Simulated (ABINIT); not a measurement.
# Quasiparticle gap of CdF2 (Fm-3m) in ABINIT

Aim: the G0W0 gap of CdF2 (Fm-3m) on PBE, step by step.

Calculated with ABINIT 10.8.3; PBE and many-body steps on it, plane waves.

### 1. Set-up

It takes space group Fm-3m (No. 225, cubic). The conventional cell has a = 5.388 Å, b = 5.388 Å, c = 5.388 Å, α = 90.00°, β = 90.00°, γ = 90.00°. Nearest to Cd lie 8 F at 2.33 Å. F has 4 Cd at 2.33 Å nearest. Farther neighbours and most contacts between anions are not listed.

The cell and positions come from the Crystallography Open Database and are kept as given unless a step says otherwise.

### 2. Ground state

This step: ABINIT 10.8.3; DFT, PBE, plane waves, norm-conserving pseudopotentials.

The ground-state density comes first.

File run.abi:

```
acell 3*1.0 Angstrom
rprim 
  0.000000000000 2.694000000000 2.694000000000
  2.694000000000 -0.000000000000 2.694000000000
  2.694000000000 2.694000000000 -0.000000000000
ntypat 2
znucl 48 9
natom 3
typat 1 2 2
xred 
  0.000000000000 0.000000000000 0.000000000000
  0.250000000000 0.250000000000 0.250000000000
  0.750000000000 0.750000000000 0.750000000000
pp_dirpath "pseudos"
pseudos "Cd.upf, F.upf"
ecut 47
ngkpt 6 6 6
nshiftk 1
shiftk 0 0 0
kptopt 1
chksymbreak 0
nband 22
occopt 1
tolvrs 1e-10
nstep 60
prtwf 0
optforces 0
optstress 0
indata_prefix "in"
outdata_prefix "out"
tmpdata_prefix "tmp"
```

Launch:

```bash
$ OMP_NUM_THREADS=1 mpirun -n 4 abinit run.abi > log
```

Numbers of over 12 decimals in the logs are rounded to 6 here.

What it wrote:

```text
.Version 10.8.3 of ABINIT. v10.8.2 released Aug 2026.

 Symmetries : space group Fm -3 m (#225); Bravais cF (face-center cubic)
================================================================================
 Values of the parameters that define the memory need of the present run
     intxc =       0    ionmov =       0      iscf =       7    lmnmax =       6
     lnmax =       6     mgfft =      48  mpssoang =       3    mqgrid =    3001
     natom =       3  nloc_mem =       1    nspden =       1   nspinor =       1
    nsppol =       1      nsym =      48    n1xccc =    2501    ntypat =       2
    occopt =       1   xclevel =       2
-    mband =          22        mffmem =           1         mkmem =           4
       mpw =        4087          nfft =      110592          nkpt =          16
================================================================================
  Rough estimation (10% accuracy) of disk space for files :
================================================================================

--------------------------------------------------------------------------------
------------- Echo of variables that govern the present computation ------------
--------------------------------------------------------------------------------
 -outvars: echo values of preprocessed input variables --------
            acell      1.8897261259E+00  1.8897261259E+00  1.8897261259E+00 Bohr

      chksymbreak           0
             ecut      4.70000000E+01 Hartree
-          fftalg         312

              ixc     -101130
              kpt      0.00000000E+00  0.00000000E+00  0.00000000E+00
                       1.66666667E-01  0.00000000E+00  0.00000000E+00
                       3.33333333E-01  0.00000000E+00  0.00000000E+00
                       5.00000000E-01  0.00000000E+00  0.00000000E+00
                       1.66666667E-01  1.66666667E-01  0.00000000E+00
                       3.33333333E-01  1.66666667E-01  0.00000000E+00
                       5.00000000E-01  1.66666667E-01  0.00000000E+00
                      -3.33333333E-01  1.66666667E-01  0.00000000E+00
                      -1.66666667E-01  1.66666667E-01  0.00000000E+00
   [... 5 further rows ...]
                      -3.33333333E-01  3.33333333E-01  1.66666667E-01
                      -3.33333333E-01  5.00000000E-01  1.66666667E-01
         kptrlatt        6    0    0      0    6    0      0    0    6
          kptrlen      4.31979072E+01
P           mkmem           4
            natom           3
            nband          22
            ngfft          48      48      48
             nkpt          16
            nstep          60
             nsym          48
           ntypat           2
              occ      2.000000  2.000000  2.000000  2.000000  2.000000  2.000000
                       2.000000  2.000000  2.000000  2.000000  2.000000  2.000000
                       2.000000  2.000000  2.000000  2.000000  2.000000  0.000000
                       0.000000  0.000000  0.000000  0.000000
        optforces           0
        optstress           0
            prtwf           0
            rprim      0.0000000000E+00  2.6940000000E+00  2.6940000000E+00
[...]
spgroup         225

           tolvrs      1.00000000E-10

             xred      0.0000000000E+00  0.0000000000E+00  0.0000000000E+00
[...]
znucl       48.00000    9.00000

================================================================================

 chkinp: Checking input parameters for consistency.

================================================================================
== DATASET  1 ==================================================================
-   mpi_nproc: 4, omp_nthreads: 1 (-1 if OMP is not activated)

--- !DatasetInfo
iteration_state: {dtset: 1, }
dimensions: {natom: 3, nkpt: 16, mband: 22, nsppol: 1, nspinor: 1, nspden: 1, mpw: 4087, }
cutoff_energies: {ecut:  47.0, pawecutdg:  -1.0, }
electrons: {nelect:   3.40000000E+01, charge:   0.00000000E+00, occopt:   1.00000000E+00, tsmear:   1.00000000E-02, }

 Real(R)+Recip(G) space primitive vectors, cartesian coordinates (Bohr,Bohr^-1):
 R(1)=  0.0000000  5.0909222  5.0909222  G(1)= -0.0982140  0.0982140  0.0982140
 R(2)=  5.0909222  0.0000000  5.0909222  G(2)=  0.0982140 -0.0982140  0.0982140
 R(3)=  5.0909222  5.0909222  0.0000000  G(3)=  0.0982140  0.0982140 -0.0982140
 Unit cell volume ucvol=  2.6388784E+02 bohr^3
 Angles (23,13,12)=  6.00000000E+01  6.00000000E+01  6.00000000E+01 degrees

 getcut: wavevector=  0.0000  0.0000  0.0000  ngfft=  48  48  48
         ecut(hartree)=     47.000   => boxcut(ratio)=   2.16031

--- Pseudopotential description ------------------------------------------------
- Cd Generated using ONCVPSP code by D. R. Hamann
- 48.00000  20.00000  171031                  znucl, zion, pspdat
12 -101130 2 -1 1368                          pspcod,pspxc,lmax,lloc,mmax
     nproj     2     2     2
  pspatm : epsatm=   23.16453630
         --- l  ekb(1:nproj) -->
[...]
pspatm: atomic psp has been read  and splines computed

- F Generated using ONCVPSP code by D. R. Hamann
-  9.00000   7.00000  171031                  znucl, zion, pspdat
12 -101130 2 -1 832                           pspcod,pspxc,lmax,lloc,mmax
     nproj     2     2     1
  pspatm : epsatm=    4.87625608
         --- l  ekb(1:nproj) -->
[...]
2   -2.441503
 pspatm: atomic psp has been read  and splines computed

   1.11917965E+03                                ecore*ucvol(ha*bohr**3)
--------------------------------------------------------------------------------

_setup2: Arith. and geom. avg. npw (full set) are    4061.921    4061.898

================================================================================

--- !BeginCycle
iteration_state: {dtset: 1, }
solver: {iscf: 7, nstep: 60, nline: 4, wfoptalg: 0, }
tolerances: {tolvrs: 1.00E-10, }

     iter   Etot(hartree)      deltaE(h)  residm     vres2
 ETOT  1  -223.63176735040    -2.236E+02 2.725E+00 1.413E+03
 ETOT  2  -224.50298913281    -8.712E-01 8.319E-02 1.678E+03
 ETOT  3  -224.70679396403    -2.038E-01 3.108E-03 4.979E+01
 ETOT  4  -224.71139101455    -4.597E-03 5.150E-04 1.998E+01
 ETOT  5  -224.71229993558    -9.089E-04 1.976E-04 4.881E+00
 ETOT  6  -224.71308530076    -7.854E-04 9.652E-05 3.119E-02
 ETOT  7  -224.71308873447    -3.434E-06 2.095E-04 9.655E-04
 ETOT  8  -224.71308867841     5.606E-08 9.632E-05 7.982E-04
 ETOT  9  -224.71308878466    -1.062E-07 1.016E-04 4.573E-07
 ETOT 10  -224.71308878472    -5.807E-11 9.904E-05 1.592E-08
 ETOT 11  -224.71308878473    -1.495E-11 2.072E-04 9.240E-11

 At SCF step   11       vres2   =  9.24E-11 < tolvrs=  1.00E-10 =>converged.

--- !ResultsGS
iteration_state: {dtset: 1, }
comment   : Summary of ground state results
lattice_vectors:
- [  0.0000000,   5.0909222,   5.0909222, ]
- [  5.0909222,  -0.0000000,   5.0909222, ]
- [  5.0909222,   5.0909222,  -0.0000000, ]
lattice_lengths: [   7.19965,    7.19965,    7.19965, ]
lattice_angles: [ 60.000,  60.000,  60.000, ] # degrees, (23, 13, 12)
lattice_volume:   2.6388784E+02
convergence: {deltae: -1.495E-11, res2:  9.240E-11, residm:  2.072E-04, diffor:  0.000E+00, }
etotal    :  -2.24713089E+02
entropy   :   0.00000000E+00
fermie    :   1.14494563E-01
cartesian_stress_tensor: null
pressure_GPa: null
xred      :
- [  0.0000E+00,   0.0000E+00,   0.0000E+00, Cd]
- [  2.5000E-01,   2.5000E-01,   2.5000E-01,  F]
- [  7.5000E-01,   7.5000E-01,   7.5000E-01,  F]
cartesian_forces: null
force_length_stats: {min: null, max: null, mean: null, }

 Integrated electronic density in atomic spheres:
 ------------------------------------------------
 Atom  Sphere_radius  Integrated_density
[...]
2        2.00000          7.04110802
    3        2.00000          7.04110802
================================================================================

 ----iterations are completed or convergence reached----

 Mean square residual over all n,k,spin=   79.257E-08; max=  20.720E-05
 reduced coordinates (array xred) for    3 atoms
       0.000000000000      0.000000000000      0.000000000000
       0.250000000000      0.250000000000      0.250000000000
       0.750000000000      0.750000000000      0.750000000000
 rms dE/dt=  0.0000E+00; max dE/dt=  0.0000E+00; dE/dt below (all hartree)
    1       0.000000000000      0.000000000000      0.000000000000
    2       0.000000000000      0.000000000000      0.000000000000
    3       0.000000000000      0.000000000000      0.000000000000

 cartesian coordinates (angstrom) at end:
    1      0.000000     0.000000     0.000000
    2      1.347000     1.347000     1.347000
    3      4.041000     4.041000     4.041000
 length scales=  1.889726125908  1.889726125908  1.889726125908 bohr
              =  1.000000000000  1.000000000000  1.000000000000 angstroms
 prteigrs : about to open file out_EIG
 Fermi (or HOMO) energy (hartree) =   0.11449   Average Vxc (hartree)=  -0.39118
 Eigenvalues (hartree) for nkpt=  16  k points:
 kpt#   1, nband= 22, wtk=  0.00463, kpt=  0.0000  0.0000  0.0000 (reduced coord)
  -3.50241   -2.07272   -2.07272   -2.07272   -0.64666   -0.60621   -0.09030   -0.09030
  -0.09030   -0.04620   -0.04620    0.07948    0.07948    0.07948    0.09700    0.09700
   0.09700    0.23002    0.58342    0.58342    0.58342    0.76535
 prteigrs : prtvol=0 or 1, do not print more k-points.

--- !EnergyTerms
iteration_state     : {dtset: 1, }
comment             : Components of total free energy in Hartree
kinetic             :  9.42038521653273E+01
hartree             :  6.59542414521142E+01
xc                  : -3.53695288897918E+01
Ewald energy        : -1.39421659606732E+02
psp_core            :  4.24111874353286E+00
local_psp           : -2.13304577453735E+02
non_local_psp       : -1.01653519544733E+00
total_energy        : -2.24713088784732E+02
total_energy_eV     : -6.11475465344877E+03
band_energy         : -2.17913730643475E+01

== END DATASET(S) ==============================================================
================================================================================

 -outvars: echo values of variables after computation  --------
           etotal     -2.2471308878E+02
            nband          22
             nkpt          16
          spgroup         225
 [... the other variables as echoed above ...]

 Calculation completed.
```

Run time: 17 s. Hardware: 4 MPI ranks of Arm Neoverse V1, shared host; peak memory 0.35 GiB.

This step gave:

```yaml
total_energy: -6114.7547 eV
gap: 3.144 eV
k_of_the_valence_top: -0.3333, 0.5, 0.1667
k_of_the_conduction_bottom: 0, 0, 0
least_direct_gap: 3.620 eV
```

The gap is indirect, with the least direct gap 0.48 eV higher.

[end of part 1 of 3]

[Paths, hosts, dates, memory and timing lines, banners, echoed tables and standing remarks are left out of the program output.]

[Logs are printed without paths, hosts, clocks, repeated set-up lines and the standing remarks that a program may print on its own settings, such as how far it seeks lower states.]

[Runs of the session that timed out or met a known fault of the program may be left out.]

[Hosts, paths, dates, database ids (printed as entryN), source tags and the programs' standing remarks are cut or masked in the printed files.]

[G0W0 gaps are taken among the corrected bands and points alone; a level outside them can change the order at an edge.]

[Where Ansatz stands beside ABINIT at settings called matched, ABINIT's density can come from a denser mesh and the files from another edition; pairs whose starting gaps differed by over 0.03 eV were left out, so agreement reads better than it is.]
